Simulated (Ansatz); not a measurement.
# A convergence test on YPO4 (I4_1/amd): k mesh of the density

How far can the k mesh of the density be lowered for the gap of YPO4 (I4_1/amd)?

Method: DFT, r2SCAN, plane waves, PAW, in Ansatz 0.2.0.

This is a report of a sequence of runs, with the program logs left out and the cost of each run kept.

### Step 1. The starting structure

The structure is tetragonal, space group I4_1/amd (No. 141). Conventional cell: a = 6.895 Å, b = 6.895 Å, c = 6.028 Å, α = 90.00°, β = 90.00°, γ = 90.00°. Nearest to Y lie 8 O at 2.31 to 2.38 Å. Nearest to P lie 4 O at 1.54 Å. Nearest to O lie 1 P at 1.54 Å and 2 Y at 2.31 to 2.38 Å. Farther neighbours, and contacts between anions beyond the nearest, are not listed.

The cell and positions come from the Crystallography Open Database and are kept as given unless a step says otherwise. The default PAW set here is soft_2. Its files were made with PBE.

### Step 2. k mesh of the density: 2×2×2

File input.yaml:

```yaml
crystal:
  lattice:
    - [-3.44735, 3.44735, 3.0138]
    - [3.44735, -3.44735, 3.0138]
    - [3.44735, 3.44735, -3.0138]
  atoms:
    - { symbol: "Y", position: [0.75, 0.25, 0.5] }
    - { symbol: "Y", position: [0.0, 0.0, 0.0] }
    - { symbol: P, position: [0.5, 0.5, 0.0] }
    - { symbol: P, position: [0.25, 0.75, 0.5] }
    - { symbol: O, position: [0.1661, 0.3408, 0.8253] }
    - { symbol: O, position: [0.0908, 0.7655, 0.6747] }
    - { symbol: O, position: [0.5155, 0.3408, 0.1747] }
    - { symbol: O, position: [0.0908, 0.4161, 0.3253] }
    - { symbol: O, position: [0.5839, 0.9092, 0.6747] }
    - { symbol: O, position: [0.6592, 0.8339, 0.1747] }
    - { symbol: O, position: [0.2345, 0.9092, 0.3253] }
    - { symbol: O, position: [0.6592, 0.4845, 0.8253] }
kpoints:
  mp_grid: { grid: [2, 2, 2] }
  band_path:
    path:
      - [0.0, 0.0, 0.0]
      - [0.0, 0.0, 0.5]
      - [-0.5, 0.5, 0.5]
      - [0.44107247, 0.44107247, -0.44107247]
      - [-0.44107247, 0.55892753, 0.44107247]
      - [0.25, 0.25, 0.25]
      - [0.0, 0.5, 0.0]
      - [0.0, 0.0, 0.35]
      - [0.0, 0.0, 0.1666666667]
    npoints: 1
hamiltonian:
  xc: r2scan
scf:
  occupations: { method: fixed }
  n_extra_bands: 8
output:
  eigenvalues: true
  forces: true
  stress: true
```

The run is started by

```
$ ansatz run input.yaml --threads 24 --pin off --max-ram 82944MiB --backend cuda --events-out ev --progress --plain --runs-dir out --devices 1 --max-vram 78GiB
```

It took 2.8 s on 1 × NVIDIA GB200 (shared by 2 runs) with 24 threads of Arm Neoverse V2, shared host; peak memory 1.2 GiB; 4.1 s of CPU time.

This step gave:

```yaml
pressure: 0.4382 GPa
gap: 6.589 eV
valence_top_at: Γ
conduction_bottom_at: k = (0.000, 0.000, 0.350)
least_direct_gap: 6.791 eV
```

The gap is indirect, with the least direct gap 0.20 eV higher.

### Step 3. k mesh of the density: 4×4×4

Changes to input.yaml since step 2:

```diff
@@ -19,3 +19,3 @@
 kpoints:
-  mp_grid: { grid: [2, 2, 2] }
+  mp_grid: { grid: [4, 4, 4] }
   band_path:
```

The job ended after 1.3 s (1 × NVIDIA GB200 (shared by 2 runs) with 24 threads; peak memory 1.2 GiB; 5.4 s of CPU time).

Read from the output:

```
pressure             : 0.4156 GPa
gap                  : 6.593 eV
valence top at       : Γ
conduction bottom at : k = (0.000, 0.000, 0.350)
least direct gap     : 6.794 eV
```

The gap is 6.593 eV, +0.004 eV from the run before at this level.

### Step 4. k mesh of the density: 6×6×6 (the default)

input.yaml, the sections that differ from step 3:

```yaml
kpoints:
  mp_grid: { grid: [6, 6, 6] }
  band_path:
    path:
      - [[0.0, 0.0, 0.0], [0.0, 0.0, 0.5], [-0.5, 0.5, 0.5], [0.0, 0.0, 0.0], [0.44107247, 0.44107247, -0.44107247]]
      - [[-0.44107247, 0.55892753, 0.44107247], [-0.5, 0.5, 0.5]]
      - [[0.0, 0.0, 0.5], [0.25, 0.25, 0.25], [0.0, 0.5, 0.0], [0.0, 0.0, 0.0]]
    npoints: 10
scf:
  occupations: { method: fermi_dirac, width: 0.02 }
  n_extra_bands: 8
# crystal, hamiltonian, output: as in step 3
```

The job ended after 1.8 s (1 × NVIDIA GB200 (shared by 2 runs) with 24 threads; peak memory 1.2 GiB; 5.1 s of CPU time).

Read from the output:

- pressure: 0.4149 GPa
- gap: 6.593 eV
- valence top at: Γ
- conduction bottom at: k = (0.000, 0.000, 0.350)
- least direct gap: 6.794 eV

The gap is 6.593 eV, as in the run before at this level.

### Step 5. k mesh of the density: 8×8×8

input.yaml, the sections that differ from step 4:

```yaml
kpoints:
  mp_grid: { grid: [8, 8, 8] }
  band_path:
    path:
      - [0.0, 0.0, 0.0]
      - [0.0, 0.0, 0.5]
      - [-0.5, 0.5, 0.5]
      - [0.44107247, 0.44107247, -0.44107247]
      - [-0.44107247, 0.55892753, 0.44107247]
      - [0.25, 0.25, 0.25]
      - [0.0, 0.5, 0.0]
      - [0.0, 0.0, 0.35]
      - [0.0, 0.0, 0.1666666667]
    npoints: 1
scf:
  occupations: { method: fixed }
  n_extra_bands: 8
# crystal, hamiltonian, output: as in step 4
```

Wall time 1.8 s (1 × NVIDIA GB200 (shared by 2 runs) with 24 threads); peak memory 1.2 GiB.

This step gave:

```
pressure             : 0.4150 GPa
gap                  : 6.593 eV
valence top at       : Γ
conduction bottom at : k = (0.000, 0.000, 0.350)
least direct gap     : 6.794 eV
```

The gap is 6.593 eV, as in the run before at this level.

### Step 6. The series

Differences are against the last row; a negative gap means that bands overlap, and a run with a band path holds that path's time. Times are wall times on 1 × NVIDIA GB200 (shared by 2 runs) with 24 threads of Arm Neoverse V2, shared host, good to a factor of about two.

```tsv
k mesh of the density	gap (eV)	direct gap (eV)	gap error (eV)	energy error (meV/atom)	irreducible k	time
2×2×2	6.589	6.791	−0.004	+1.3	4	2.8 s
4×4×4	6.593	6.794	+0.000	+0.0	13	1.3 s
6×6×6	6.593	6.794	−0.0001	+0.0	30	1.8 s
8×8×8	6.593	6.794	+0.000	+0.0	59	1.8 s
```

### Step 7. What came out

| Quantity | Value |
| --- | --- |
| 2×2×2 | 6.589 eV |
| 4×4×4 | 6.593 eV |
| 6×6×6 | 6.593 eV |
| 8×8×8 | 6.593 eV |

The gap holds to 0.02 eV from 2×2×2 on, the cheapest setting tried. At 2×2×2 the gap is off by −0.004 eV and the energy by +1 meV/atom. The gap is read over the mesh and added points near the edges, so meshes differ mainly through the density and, for a hybrid, the exchange operator.

[Long decimals in the printed logs are rounded to 6 places.]

[Logs are printed without paths, hosts, clocks, repeated set-up lines and the standing remarks that a program may print on its own settings, such as how far it seeks lower states.]

[Paths, hosts, dates, memory and timing lines, banners, echoed tables and standing remarks are left out of the program output; an Ansatz launch command may be rebuilt from the run's recorded settings. Measured values are a selection of at most five: reports struck by readers or far from the other reports are left out. None is set beside runs whose start may be inverted or whose files or cutoffs have a known fault.]

[Runs of the session that timed out or met a known fault of the program may be left out.]

[Cells called generated may have been cut or substituted from an entry of the Crystallography Open Database or the Materials Project.]

[Hosts, paths, dates, database ids (printed as entryN), source tags and the programs' standing remarks are cut or masked in the printed files.]

[Where the starting crystal was built by hand or by swapping elements, it need not be the compound's stable phase.]
